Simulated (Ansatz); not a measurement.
# F-SiC-H chair monolayer in a perpendicular field, part 2 of 2

Wanted: the out-of-plane response of the F-SiC-H chair monolayer. A positive field points along +c.

Ansatz 0.2.0; plane-wave DFT, PBE-D3(BJ), Ansatz PAW (the session's first sound run).

So far, equivalent conductor thickness p/(ε₀AE) (Å): step 9 (response, atoms held) 3.23; step 12 (ions relaxed) 3.45.

### Step 15. Response at this level

This step: plane-wave DFT, LDA, Ansatz PAW; response to a field along the normal, atoms held (Ansatz 0.2.0).

The two signs of the field give the slope at this level.

This step gave:

```
equivalent conductor thickness p/(ε₀AE) : 3.253 Å
```

The induced dipole is that of a conductor 3.25 Å thick.

### Step 16. Same geometry, cutoff 420 eV, functional PBE

This step: plane-wave DFT, PBE, Ansatz PAW (Ansatz 0.2.0).

The geometry is kept and the functional is PBE; other changes against the main runs: SCF threshold 1.0e-10 → 1.0e-09 eV, k-mesh 18×18×1 → 12×12×1 and no dispersion term, which doesn't act on the electrons.

input.yaml

```yaml
crystal:
  lattice:
    - [3.115242408, 0.0, 0.0]
    - [-1.557621204, 2.6978790642, 0.0]
    - [0.0, 0.0, 21.2653175968]
  atoms:
    - { symbol: H, position: [0.6666666667, 0.3333333333, 0.4232243398] }
    - { symbol: C, position: [0.6666666667, 0.3333333333, 0.4752547505] }
    - { symbol: Si, position: [0.3333333333, 0.6666666667, 0.5016827569] }
    - { symbol: F, position: [0.3333333333, 0.6666666667, 0.5767756602] }
kpoints:
  mp_grid: { grid: [12, 12, 1] }
hamiltonian:
  xc: pbe
scf:
  occupations: { method: fermi_dirac, width: 0.05 }
  convergence: { dr2_threshold: 1.0e-09 }
efield:
  axis: 3
  dipole_correction: true
  ramp_position: 0.97
  ramp_width: 0.06
  amplitude: 0.1
output:
  write_potential: true
  write_density: true
  volumetric_format: npy
```

On the command line:

```sh
ansatz run input.yaml --threads 2 --pin off --max-ram 3072MiB --backend cpu --events-out ev --progress --plain --runs-dir out
```

Wall time 2.8 s (2 threads of Arm Neoverse V2, shared host); peak memory 0.38 GiB.

The dipole is -0.184 e·Å.

### Step 17. Same geometry, cutoff 420 eV, functional PBE (run 2)

input.yaml: that of step 16 with these lines changed.

```diff
@@ -22,3 +22,3 @@
   ramp_width: 0.06
-  amplitude: 0.1
+  amplitude: -0.1
 output:
```

Wall time 2.7 s (2 threads); peak memory 0.38 GiB.

The dipole is -0.214 e·Å.

### Step 18. Response at this level

This step: plane-wave DFT, PBE, Ansatz PAW; response to a field along the normal, atoms held (Ansatz 0.2.0).

The induced dipole is that of a conductor 3.23 Å thick.

### Step 19. Same geometry, cutoff 500 eV, functional r2SCAN

This step: plane-wave DFT, r2SCAN, Ansatz PAW (Ansatz 0.2.0).

The geometry is kept and the functional is r2SCAN; other changes against the main runs: SCF threshold 1.0e-10 → 1.0e-09 eV, cutoff 420 → 500, k-mesh 18×18×1 → 12×12×1 and no dispersion term, which doesn't act on the electrons.

input.yaml: that of step 17 with these lines changed.

```diff
@@ -13,3 +13,3 @@
 hamiltonian:
-  xc: pbe
+  xc: r2scan
 scf:
@@ -22,3 +22,3 @@
   ramp_width: 0.06
-  amplitude: -0.1
+  amplitude: 0.1
 output:
```

Run time: 7.2 s. Hardware: 2 threads; peak memory 0.68 GiB.

The dipole is -0.190 e·Å.

### Step 20. Same geometry, cutoff 500 eV, functional r2SCAN (run 2)

input.yaml: that of step 19 with these lines changed.

```diff
@@ -22,3 +22,3 @@
   ramp_width: 0.06
-  amplitude: 0.1
+  amplitude: -0.1
 output:
```

Elapsed: 7.1 s, on 2 threads; peak memory 0.68 GiB; 14 s of CPU time.

The dipole is -0.220 e·Å.

### Step 21. Response at this level

This step: plane-wave DFT, r2SCAN, Ansatz PAW; response to a field along the normal, atoms held (Ansatz 0.2.0).

The induced dipole is that of a conductor 3.17 Å thick.

### Step 22. Same geometry, cutoff 420 eV, functional HSE06

This step: plane-wave DFT, HSE06, Ansatz PAW (Ansatz 0.2.0).

The geometry is kept and the functional is HSE06; other changes against the main runs: SCF threshold 1.0e-10 → 1.0e-09 eV, k-mesh 18×18×1 → 12×12×1 and no dispersion term, which doesn't act on the electrons.

input.yaml: that of step 20 with these lines changed.

```diff
@@ -13,3 +13,3 @@
 hamiltonian:
-  xc: r2scan
+  xc: hse06
 scf:
@@ -22,3 +22,3 @@
   ramp_width: 0.06
-  amplitude: -0.1
+  amplitude: 0.1
 output:
```

Wall time 84 s (2 threads); peak memory 2.5 GiB; 2.8 min of CPU time.

The dipole is -0.199 e·Å.

### Step 23. Same geometry, cutoff 420 eV, functional HSE06 (run 2)

input.yaml: that of step 22 with these lines changed.

```diff
@@ -22,3 +22,3 @@
   ramp_width: 0.06
-  amplitude: 0.1
+  amplitude: -0.1
 output:
```

The job ended after 84 s (2 threads; peak memory 2.5 GiB).

The dipole is -0.228 e·Å.

### Step 24. Comparing the runs

Times are for 2 threads of Arm Neoverse V2, shared host. The runs compared:

```csv
no.,functional,field,dipole along the normal (e·Å),time,memory (GiB)
1,lda,0.1 V/Å,-0.1887,2.8 s,0.37
2,lda,-0.1 V/Å,-0.2189,2.7 s,0.37
3,pbe,0.1 V/Å,-0.1840,2.8 s,0.38
4,pbe,-0.1 V/Å,-0.2141,2.7 s,0.38
5,r2scan,0.1 V/Å,-0.1901,7.2 s,0.68
6,r2scan,-0.1 V/Å,-0.2196,7.1 s,0.68
7,hse06,0.1 V/Å,-0.1987,84 s,2.5
8,hse06,-0.1 V/Å,-0.2279,84 s,2.5
```

### Step 25. Response at this level

This step: plane-wave DFT, HSE06, Ansatz PAW; response to a field along the normal, atoms held (Ansatz 0.2.0).

The induced dipole is that of a conductor 3.14 Å thick.

### Step 26. A changed input

This step: plane-wave DFT, PBE-D3(BJ), Ansatz PAW (Ansatz 0.2.0).

An input spoilt on purpose, to show how the run answers: it repeats the earlier run at 0.1 V/Å with efield.axis from 3 to 1, and scf.max_iter set to 100.

input.yaml, the sections that differ from step 23:

```yaml
kpoints:
  mp_grid: { grid: [18, 18, 1] }
  band_path:
    path: [[0, 0, 0], [0.5, 0, 0], [0.33333333, 0.33333333, 0], [0, 0, 0]]
    npoints: 16
hamiltonian:
  xc: pbe
  dispersion: d3bj
scf:
  occupations: { method: fermi_dirac, width: 0.05 }
  convergence: { dr2_threshold: 1.0e-10 }
  max_iter: 100
efield:
  axis: 1
  dipole_correction: true
  ramp_position: 0.97
  ramp_width: 0.06
  amplitude: 0.1
# crystal, output: as in step 23
```

It took 13 s on 2 threads; peak memory 0.55 GiB.

The field now lies along an axis in the plane, so the dipole that the program prints is another component and can't be set beside the earlier one.

With this change the program also warns of density in the ramp of the sawtooth; these numbers are not the system's.

### Step 27. What came out

* gap without field: 3.50 eV
* ionisation energy, upper face: 8.60 eV
* electron affinity, upper face: 5.10 eV
* step between the vacuum levels: 4.29 eV
* equivalent conductor thickness, atoms held: 3.23 Å
* equivalent conductor thickness, atoms relaxed: 3.45 Å
* equivalent conductor thickness, LDA: 3.25 Å
* equivalent conductor thickness, PBE: 3.23 Å
* equivalent conductor thickness, r2SCAN: 3.17 Å
* equivalent conductor thickness, HSE06: 3.14 Å

**Reading.** The induced dipole equals that of a perfect conductor 3.23 Å thick, while the outer atoms lie 3.27 Å apart; an out-of-plane ε follows only once a thickness t is chosen, by 1 − 1/ε = 3.23 Å / t. The two faces differ: the vacuum level above lies 4.29 eV higher than the one below. The gap goes from 3.50 eV to 2.67 eV at 0.35 V/Å. In a field the lowest empty level of a wide-gap layer can be a state in the vacuum, whose place depends on the cell. Letting the atoms follow the field adds 0.22 Å to the equivalent conductor thickness: the ionic part of the response. Across the functionals the thickness runs from 3.14 to 3.25 Å; those runs use a coarser k-mesh, so they are to be compared with each other. With the field reversed it is 3.81 eV at -0.2 V/Å. Semilocal functionals give gaps that are too small, and excitons are not included.

[Long decimals in the printed logs are rounded to 6 places.]

[Logs are printed without paths, hosts, clocks, repeated set-up lines and the standing remarks that a program may print on its own settings, such as how far it seeks lower states.]

[Hosts, paths, dates, database ids (printed as entryN), source tags and the programs' standing remarks are cut or masked in the printed files.]

[Maps of the electrostatic potential energy from Ansatz leave out the sawtooth potential of an applied field or a dipole correction, so their vacuum need not be flat; planar profiles and work functions include it.]
